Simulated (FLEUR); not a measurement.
# MnF2: a ladder in the k mesh, part 3 of 3

Two starts of MnF2 are run at each rung of the k mesh. Which rung is enough?

FLEUR MaX-R8.1; PBE with U = 4.9 eV, J = 0.9 eV on Mn d; all-electron FLAPW, Dirac cores, scalar-relativistic bands.

So far, largest spin moment in the muffin-tin sphere (μB): step 2 (rung 1 (mesh 2×2×2), start ferro ++) 4.74; step 4 (rung 2 (mesh 2×2×4), start ferro ++) 4.74; step 5 (rung 2 (mesh 2×2×4), start antiferro +-) 4.72; step 6 (rung 3 (mesh 4×4×4), start ferro ++) 4.74; step 7 (rung 3 (mesh 4×4×4), start antiferro +-) 4.72.

### 8. Rung 4 (mesh 6×6×6), start ferro ++

The k list default-1 (kpts.xml, not shown) is a Γ-centred 6×6×6 mesh.

inp.xml reads:

```
<?xml version="1.0" encoding="UTF-8" standalone="no"?>
<fleurInput fleurInputVersion="0.39">
   <comment>
      MnF2
   </comment>
   <calculationSetup>
      <cutoffs Kmax="4.29" Gmax="12.9" GmaxXC="12.9" numbands="0"/>
      <scfLoop itmax="130" minDistance="0.0001" maxIterBroyd="15" imix="Anderson" alpha="0.05" precondParam="0.0" spinf="2.0" sdNocoIR="T"/>
      <coreElectrons ctail="T" frcor="F" kcrel="0" coretail_lmax="0"/>
      <xcFunctional name="pbe" relativisticCorrections="F"/>
      <magnetism jspins="2"/>
      <soc l_soc="F" theta="0.0" phi="0.0" spav="F"/>
      <expertModes spex="0" secvar="F"/>
      <geometryOptimization l_f="F" forcealpha="1.0" forcemix="BFGS" epsdisp="0.00001" epsforce="0.00001"/>
      <ldaU l_linMix="F" mixParam="0.05" spinf="1.0"/>
   </calculationSetup>
   <cell>
      <bzIntegration valenceElectrons="58.0" mode="hist" fermiSmearingEnergy="0.00293995">
         <kPointListSelection listName="default-1"/>
         <xi:include xmlns:xi="http://www.w3.org/2001/XInclude" href="kpts.xml"> </xi:include>
      </bzIntegration>
      <xi:include xmlns:xi="http://www.w3.org/2001/XInclude" href="sym.xml"> </xi:include>
      <bulkLattice scale="1.0">
         <bravaisMatrix>
            <row-1>    9.2101471860754796     0.0000000000000000     0.0000000000000000</row-1>
            <row-2>    0.0000000000000000     9.2101471860754796     0.0000000000000000</row-2>
            <row-3>    0.0000000000000000     0.0000000000000000     6.2563162807132198</row-3>
         </bravaisMatrix>
      </bulkLattice>
   </cell>
   <atomSpecies>
      <species name="Manganese 4.501" element="Mn" atomicNumber="25">
         <mtSphere radius="2.48" gridPoints="819" logIncrement="0.015"/>
         <atomicCutoffs lmax="10" lnonsphr="8"/>
         <electronConfig flipSpins="F">
            <coreConfig>(1s1/2) (2s1/2) (2p1/2) (2p3/2)</coreConfig>
            <valenceConfig>(3s1/2) (3p1/2) (3p3/2) (4s1/2) (3d3/2) (3d5/2)</valenceConfig>
            <stateOccupation state="(3d3/2)" spinUp="1.7505" spinDown="0.2495"/>
            <stateOccupation state="(3d5/2)" spinUp="3.0" spinDown="0.0"/>
         </electronConfig>
         <energyParameters s="4" p="4" d="3" f="4"/>
         <ldaU l="2" U="4.9" J="0.9" l_amf="F"/>
         <lo type="SCLO" l="0" n="3" eDeriv="0"/>
         <lo type="SCLO" l="1" n="3" eDeriv="0"/>
      </species>
      <species name="Fluorine (F)" element="F" atomicNumber="9">
         <mtSphere radius="1.4" gridPoints="463" logIncrement="0.023"/>
         <atomicCutoffs lmax="6" lnonsphr="4"/>
         <electronConfig flipSpins="F">
            <coreConfig>(1s1/2)</coreConfig>
            <valenceConfig>(2s1/2) (2p1/2) (2p3/2)</valenceConfig>
            <stateOccupation state="(2p1/2)" spinUp="0.833333" spinDown="0.833333"/>
            <stateOccupation state="(2p3/2)" spinUp="1.666667" spinDown="1.666667"/>
         </electronConfig>
         <energyParameters s="2" p="2" d="3" f="4"/>
      </species>
   </atomSpecies>
   <atomGroups>
      <atomGroup species="Manganese 4.501">
         <relPos label="                   1">.0000000000 .0000000000 .0000000000</relPos>
         <relPos label="                   2">1.000/2.000 1.000/2.000 1.000/2.000</relPos>
         <force calculate="T" relaxXYZ="TTT"/>
      </atomGroup>
      <atomGroup species="Fluorine (F)">
         <relPos label="                   3">.3053000000 .3053000000 .0000000000</relPos>
         <relPos label="                   4">.1947000000 -.1947000000 1.000/2.000</relPos>
         <relPos label="                   5">-.3053000000 -.3053000000 .0000000000</relPos>
         <relPos label="                   6">-.1947000000 .1947000000 1.000/2.000</relPos>
         <force calculate="T" relaxXYZ="TTT"/>
      </atomGroup>
   </atomGroups>
   <output dos="F" band="F" slice="F">
      <bandDOS minEnergy="-.5*Htr" maxEnergy="0.5*Htr" sigma="0.015" storeEVData="T"/>
      <plotting iplot="0" polar="F">
         <plot TwoD="T" vec1="  1.0  0.0  0.0" vec2="  0.0  1.0  0.0" vec3="  0.0  0.0  1.0" zero="  0.0  0.0  0.0" file="plot"/>
      </plotting>
      <moessbauerParams electricFieldGradient="F" isomerShift="F" coreHyperfine="F" valenceHyperfine="F"/>
   </output>
</fleurInput>
```

crystal.txt reads:

```
MnF2
&input film=F cartesian=F /
4.87380000000  0.00000000000  0.00000000000
0.00000000000  4.87380000000  0.00000000000
0.00000000000  0.00000000000  3.31070000000
1.8897261246
1.0 1.0 1.0

6
25 0.00000000000  0.00000000000  0.00000000000 : 4.501
25 0.50000000000  0.50000000000  0.50000000000 : 4.501
9 0.30530000000  0.30530000000  0.00000000000
9 0.19470000000  0.80530000000  0.50000000000
9 0.69470000000  0.69470000000  0.00000000000
9 0.80530000000  0.19470000000  0.50000000000

&kpt div1=6 div2=6 div3=6 gamma=T /
```

Run with:

```
OMP_NUM_THREADS=1 inpgen -f crystal.txt > inpgen.log  # inp.xml is then edited as shown
OMP_NUM_THREADS=1 mpirun -n 2 fleur_MPI > fleur.log
```

The log of the run:

```text
[banner, memory and clock lines left out]
Welcome to FLEUR        (www.flapw.de)
      MaX-Release 8.1          (www.max-centre.eu)

 ========== k-point set info ==========
 Selected k-point list: default-1
 k-point list type: mesh
 6 x 6 x 6
 Number of k points: 40

 [... set-up left out ...]
 no density matrix found ... skipping LDA+U
 Reset of history
 Iteration:     1   Distance:      14.44173060 me/bohr^3
 Iteration:     2   Distance:      13.20433345 me/bohr^3
 Iteration:     3   Distance:      11.73073144 me/bohr^3
 Iteration:     4   Distance:       6.76840273 me/bohr^3
[...]
[... left out ...]
            <freeEnergy value="-2716.9326682836"/>
            <extrapolationTo0K value="-2716.9326682836"/>
         </totalEnergy>
         [... left out ...]
         <ldaUDensityMatrixConvergence>
            <distance spin="1" distance="0.000000"/>
            <distance spin="2" distance="0.000000"/>
         </ldaUDensityMatrixConvergence>
         <densityConvergence units="me/bohr^3">
            <chargeDensity spin="1" distance="0.0000337343"/>
            <chargeDensity spin="2" distance="0.0000458874"/>
            <overallChargeDensity distance="0.0000670950"/>
            <spinDensity distance="0.0000445597"/>
         </densityConvergence>
      </iteration>
```

Elapsed: 4.1 min, on 2 MPI ranks of Arm Neoverse N1, shared host; peak memory 0.19 GiB.

Numbers from this step:

* free energy: -73931.5042 eV
* program's band gap on this mesh (in a metal only a level spacing): 2.571 eV
* magnetization: 10 μB
* final state: ferromagnetic
* largest moment: 4.741 μB

The largest moment is that of rung 3, at 2.0 times its CPU time.

### 9. Rung 4 (mesh 6×6×6), start antiferro +-

inp.xml, as its differences from that of step 8:

```diff
@@ -45,2 +45,16 @@
       </species>
+      <species name="Manganese -4.501" element="Mn" atomicNumber="25">
+         <mtSphere radius="2.48" gridPoints="819" logIncrement="0.015"/>
+         <atomicCutoffs lmax="10" lnonsphr="8"/>
+         <electronConfig flipSpins="F">
+            <coreConfig>(1s1/2) (2s1/2) (2p1/2) (2p3/2)</coreConfig>
+            <valenceConfig>(3s1/2) (3p1/2) (3p3/2) (4s1/2) (3d3/2) (3d5/2)</valenceConfig>
+            <stateOccupation state="(3d3/2)" spinUp="0.2495" spinDown="1.7505"/>
+            <stateOccupation state="(3d5/2)" spinUp="0.0" spinDown="3.0"/>
+         </electronConfig>
+         <energyParameters s="4" p="4" d="3" f="4"/>
+         <ldaU l="2" U="4.9" J="0.9" l_amf="F"/>
+         <lo type="SCLO" l="0" n="3" eDeriv="0"/>
+         <lo type="SCLO" l="1" n="3" eDeriv="0"/>
+      </species>
       <species name="Fluorine (F)" element="F" atomicNumber="9">
@@ -60,2 +74,5 @@
          <relPos label="                   1">.0000000000 .0000000000 .0000000000</relPos>
+         <force calculate="T" relaxXYZ="TTT"/>
+      </atomGroup>
+      <atomGroup species="Manganese -4.501">
          <relPos label="                   2">1.000/2.000 1.000/2.000 1.000/2.000</relPos>
@@ -65,4 +82,7 @@
          <relPos label="                   3">.3053000000 .3053000000 .0000000000</relPos>
+         <relPos label="                   5">-.3053000000 -.3053000000 .0000000000</relPos>
+         <force calculate="T" relaxXYZ="TTT"/>
+      </atomGroup>
+      <atomGroup species="Fluorine (F)">
          <relPos label="                   4">.1947000000 -.1947000000 1.000/2.000</relPos>
-         <relPos label="                   5">-.3053000000 -.3053000000 .0000000000</relPos>
          <relPos label="                   6">-.1947000000 .1947000000 1.000/2.000</relPos>
```

crystal.txt, as its differences from that of step 8:

```diff
@@ -10,3 +10,3 @@
 25 0.00000000000  0.00000000000  0.00000000000 : 4.501
-25 0.50000000000  0.50000000000  0.50000000000 : 4.501
+25 0.50000000000  0.50000000000  0.50000000000 : -4.501
 9 0.30530000000  0.30530000000  0.00000000000
```

The log of the run:

```text
[banner, memory and clock lines left out]
Welcome to FLEUR        (www.flapw.de)
      MaX-Release 8.1          (www.max-centre.eu)

 ========== k-point set info ==========
 Selected k-point list: default-1
 k-point list type: mesh
 6 x 6 x 6
 Number of k points: 52

 [... set-up left out ...]
 no density matrix found ... skipping LDA+U
 Reset of history
 Iteration:     1   Distance:      14.32398314 me/bohr^3
 Iteration:     2   Distance:      13.18527972 me/bohr^3
 Iteration:     3   Distance:      11.71408972 me/bohr^3
 Iteration:     4   Distance:       6.76868674 me/bohr^3
[...]
[... left out ...]
            <freeEnergy value="-2716.9340842212"/>
            <extrapolationTo0K value="-2716.9340842212"/>
         </totalEnergy>
         [... left out ...]
         <ldaUDensityMatrixConvergence>
            <distance spin="1" distance="0.000001"/>
            <distance spin="2" distance="0.000001"/>
         </ldaUDensityMatrixConvergence>
         <densityConvergence units="me/bohr^3">
            <chargeDensity spin="1" distance="0.0000488698"/>
            <chargeDensity spin="2" distance="0.0000441524"/>
            <overallChargeDensity distance="0.0000653329"/>
            <spinDensity distance="0.0000663852"/>
         </densityConvergence>
      </iteration>
```

It took 6.4 min on 2 MPI ranks; peak memory 0.25 GiB; 13 min of CPU time.

Numbers from this step:

```yaml
free_energy: -73931.5428 eV
program_s_band_gap_on_this_mesh_in_a_metal_only_a_level_spacing: 3.687 eV
magnetization: 0 μB
final_state: antiferromagnetic
largest_moment: 4.719 μB
```

This start lies -19.3 meV a seeded atom from the first, a change of +0.1 meV since rung 3; its largest moment is 4.72 μB.

### 10. Rung 5 (mesh 8×8×8), start ferro ++

The k list default-1 (kpts.xml, not shown) is a Γ-centred 8×8×8 mesh.

inp.xml, as its differences from that of step 9:

```diff
@@ -45,16 +45,2 @@
       </species>
-      <species name="Manganese -4.501" element="Mn" atomicNumber="25">
-         <mtSphere radius="2.48" gridPoints="819" logIncrement="0.015"/>
-         <atomicCutoffs lmax="10" lnonsphr="8"/>
-         <electronConfig flipSpins="F">
-            <coreConfig>(1s1/2) (2s1/2) (2p1/2) (2p3/2)</coreConfig>
-            <valenceConfig>(3s1/2) (3p1/2) (3p3/2) (4s1/2) (3d3/2) (3d5/2)</valenceConfig>
-            <stateOccupation state="(3d3/2)" spinUp="0.2495" spinDown="1.7505"/>
-            <stateOccupation state="(3d5/2)" spinUp="0.0" spinDown="3.0"/>
-         </electronConfig>
-         <energyParameters s="4" p="4" d="3" f="4"/>
-         <ldaU l="2" U="4.9" J="0.9" l_amf="F"/>
-         <lo type="SCLO" l="0" n="3" eDeriv="0"/>
-         <lo type="SCLO" l="1" n="3" eDeriv="0"/>
-      </species>
       <species name="Fluorine (F)" element="F" atomicNumber="9">
@@ -74,5 +60,2 @@
          <relPos label="                   1">.0000000000 .0000000000 .0000000000</relPos>
-         <force calculate="T" relaxXYZ="TTT"/>
-      </atomGroup>
-      <atomGroup species="Manganese -4.501">
          <relPos label="                   2">1.000/2.000 1.000/2.000 1.000/2.000</relPos>
@@ -82,7 +65,4 @@
          <relPos label="                   3">.3053000000 .3053000000 .0000000000</relPos>
+         <relPos label="                   4">.1947000000 -.1947000000 1.000/2.000</relPos>
          <relPos label="                   5">-.3053000000 -.3053000000 .0000000000</relPos>
-         <force calculate="T" relaxXYZ="TTT"/>
-      </atomGroup>
-      <atomGroup species="Fluorine (F)">
-         <relPos label="                   4">.1947000000 -.1947000000 1.000/2.000</relPos>
          <relPos label="                   6">-.1947000000 .1947000000 1.000/2.000</relPos>
```

crystal.txt, as its differences from that of step 9:

```diff
@@ -10,3 +10,3 @@
 25 0.00000000000  0.00000000000  0.00000000000 : 4.501
-25 0.50000000000  0.50000000000  0.50000000000 : -4.501
+25 0.50000000000  0.50000000000  0.50000000000 : 4.501
 9 0.30530000000  0.30530000000  0.00000000000
@@ -16,2 +16,2 @@
 
-&kpt div1=6 div2=6 div3=6 gamma=T /
+&kpt div1=8 div2=8 div3=8 gamma=T /
```

The log of the run:

```text
[banner, memory and clock lines left out]
Welcome to FLEUR        (www.flapw.de)
      MaX-Release 8.1          (www.max-centre.eu)

 ========== k-point set info ==========
 Selected k-point list: default-1
 k-point list type: mesh
 0 x 0 x 0
 Number of k points: 76

 [... set-up left out ...]
 no density matrix found ... skipping LDA+U
 Reset of history
 Iteration:     1   Distance:      14.44027526 me/bohr^3
 Iteration:     2   Distance:      13.20326633 me/bohr^3
 Iteration:     3   Distance:      11.73000952 me/bohr^3
 Iteration:     4   Distance:       6.76904556 me/bohr^3
[...]
[... left out ...]
            <freeEnergy value="-2716.9325806842"/>
            <extrapolationTo0K value="-2716.9325806842"/>
         </totalEnergy>
         [... left out ...]
         <ldaUDensityMatrixConvergence>
            <distance spin="1" distance="0.000000"/>
            <distance spin="2" distance="0.000000"/>
         </ldaUDensityMatrixConvergence>
         <densityConvergence units="me/bohr^3">
            <chargeDensity spin="1" distance="0.0000337323"/>
            <chargeDensity spin="2" distance="0.0000458737"/>
            <overallChargeDensity distance="0.0000670822"/>
            <spinDensity distance="0.0000445478"/>
         </densityConvergence>
      </iteration>
```

Run time: 7.6 min. Hardware: 2 MPI ranks; peak memory 0.21 GiB.

Read from the output:

* free energy: -73931.5019 eV
* program's band gap on this mesh (in a metal only a level spacing): 2.571 eV
* magnetization: 10 μB
* final state: ferromagnetic
* largest moment: 4.741 μB

The largest moment is that of rung 4, at 1.9 times its CPU time.

### 11. Rung 5 (mesh 8×8×8), start antiferro +-

inp.xml, as its differences from that of step 10:

```diff
@@ -45,2 +45,16 @@
       </species>
+      <species name="Manganese -4.501" element="Mn" atomicNumber="25">
+         <mtSphere radius="2.48" gridPoints="819" logIncrement="0.015"/>
+         <atomicCutoffs lmax="10" lnonsphr="8"/>
+         <electronConfig flipSpins="F">
+            <coreConfig>(1s1/2) (2s1/2) (2p1/2) (2p3/2)</coreConfig>
+            <valenceConfig>(3s1/2) (3p1/2) (3p3/2) (4s1/2) (3d3/2) (3d5/2)</valenceConfig>
+            <stateOccupation state="(3d3/2)" spinUp="0.2495" spinDown="1.7505"/>
+            <stateOccupation state="(3d5/2)" spinUp="0.0" spinDown="3.0"/>
+         </electronConfig>
+         <energyParameters s="4" p="4" d="3" f="4"/>
+         <ldaU l="2" U="4.9" J="0.9" l_amf="F"/>
+         <lo type="SCLO" l="0" n="3" eDeriv="0"/>
+         <lo type="SCLO" l="1" n="3" eDeriv="0"/>
+      </species>
       <species name="Fluorine (F)" element="F" atomicNumber="9">
@@ -60,2 +74,5 @@
          <relPos label="                   1">.0000000000 .0000000000 .0000000000</relPos>
+         <force calculate="T" relaxXYZ="TTT"/>
+      </atomGroup>
+      <atomGroup species="Manganese -4.501">
          <relPos label="                   2">1.000/2.000 1.000/2.000 1.000/2.000</relPos>
@@ -65,4 +82,7 @@
          <relPos label="                   3">.3053000000 .3053000000 .0000000000</relPos>
+         <relPos label="                   5">-.3053000000 -.3053000000 .0000000000</relPos>
+         <force calculate="T" relaxXYZ="TTT"/>
+      </atomGroup>
+      <atomGroup species="Fluorine (F)">
          <relPos label="                   4">.1947000000 -.1947000000 1.000/2.000</relPos>
-         <relPos label="                   5">-.3053000000 -.3053000000 .0000000000</relPos>
          <relPos label="                   6">-.1947000000 .1947000000 1.000/2.000</relPos>
```

crystal.txt, as its differences from that of step 10:

```diff
@@ -10,3 +10,3 @@
 25 0.00000000000  0.00000000000  0.00000000000 : 4.501
-25 0.50000000000  0.50000000000  0.50000000000 : 4.501
+25 0.50000000000  0.50000000000  0.50000000000 : -4.501
 9 0.30530000000  0.30530000000  0.00000000000
```

The log of the run:

```text
[banner, memory and clock lines left out]
Welcome to FLEUR        (www.flapw.de)
      MaX-Release 8.1          (www.max-centre.eu)

 ========== k-point set info ==========
 Selected k-point list: default-1
 k-point list type: mesh
 0 x 0 x 0
 Number of k points: 106

 [... set-up left out ...]
 no density matrix found ... skipping LDA+U
 Reset of history
 Iteration:     1   Distance:      14.32251913 me/bohr^3
 Iteration:     2   Distance:      13.18419955 me/bohr^3
 Iteration:     3   Distance:      11.71335706 me/bohr^3
[...]
[... left out ...]
            <freeEnergy value="-2716.9339976961"/>
            <extrapolationTo0K value="-2716.9339976961"/>
         </totalEnergy>
         [... left out ...]
         <ldaUDensityMatrixConvergence>
            <distance spin="1" distance="0.000001"/>
            <distance spin="2" distance="0.000001"/>
         </ldaUDensityMatrixConvergence>
         <densityConvergence units="me/bohr^3">
            <chargeDensity spin="1" distance="0.0000491661"/>
            <chargeDensity spin="2" distance="0.0000442640"/>
            <overallChargeDensity distance="0.0000655037"/>
            <spinDensity distance="0.0000668017"/>
         </densityConvergence>
      </iteration>
```

Wall time 13 min (2 MPI ranks); peak memory 0.28 GiB.

Read from the output:

```
free energy                                                       : -73931.5404 eV
program's band gap on this mesh (in a metal only a level spacing) : 3.687 eV
magnetization                                                     : 0 μB
final state                                                       : antiferromagnetic
largest moment                                                    : 4.719 μB
```

This start lies -19.3 meV a seeded atom from the first, a change of -0.0 meV since rung 4; its largest moment is 4.72 μB.

### 12. Side by side

Ladder, by row:

| rung | mesh | state from the first start | state from the second start | second less first (meV a seeded atom) | moment, first (μB) | moment, second (μB) | CPU time (s), all starts |
| --- | --- | --- | --- | --- | --- | --- | --- |
| 1 | 2x2x2 | ferromagnetic | antiferromagnetic | -19.69 | 4.741 | 4.719 | 245.1 |
| 2 | 2x2x4 | ferromagnetic | antiferromagnetic | -19.1 | 4.741 | 4.719 | 345.7 |
| 3 | 4x4x4 | ferromagnetic | antiferromagnetic | -19.33 | 4.741 | 4.719 | 606.5 |
| 4 | 6x6x6 | ferromagnetic | antiferromagnetic | -19.26 | 4.741 | 4.719 | 1260 |
| 5 | 8x8x8 | ferromagnetic | antiferromagnetic | -19.28 | 4.741 | 4.719 | 2455 |

### 13. Results

```
range of the moment in the table, second start                                  : 4.72 to 4.72 μB
range of CPU time                                                               : 4.1 min to 41 min
range of the energy difference                                                  : -19.7 to -19.1 meV a seeded atom
first rung from which all stay within 2 meV of the last, moments within 0.06 μB : 1
```

What this shows: From rung 1 on the result stays within 0.41 meV of the last rung, inside the margin of 2 meV (5 % of the last value, 2 meV at least; moments within 0.06 μB), at 10.0 % of the last rung's cost. The second start ends lower on every rung, so the sign of the difference is steady; whether functional and cell give the true order is another matter. Differences are of free energies, so a wide smearing enters them.

[Logs and program files are shortened in this print: banners, set-up blocks, solver, clock and traceback lines can be left out without a mark of their own.]

[Logs are printed without paths, hosts, clocks, repeated set-up lines and the standing remarks that a program may print on its own settings, such as how far it seeks lower states.]

[Hosts, paths, dates, database ids (printed as entryN), source tags and the programs' standing remarks are cut or masked in the printed files.]

[Where a cell is said to come from a database of computed structures, the database is the Materials Project.]
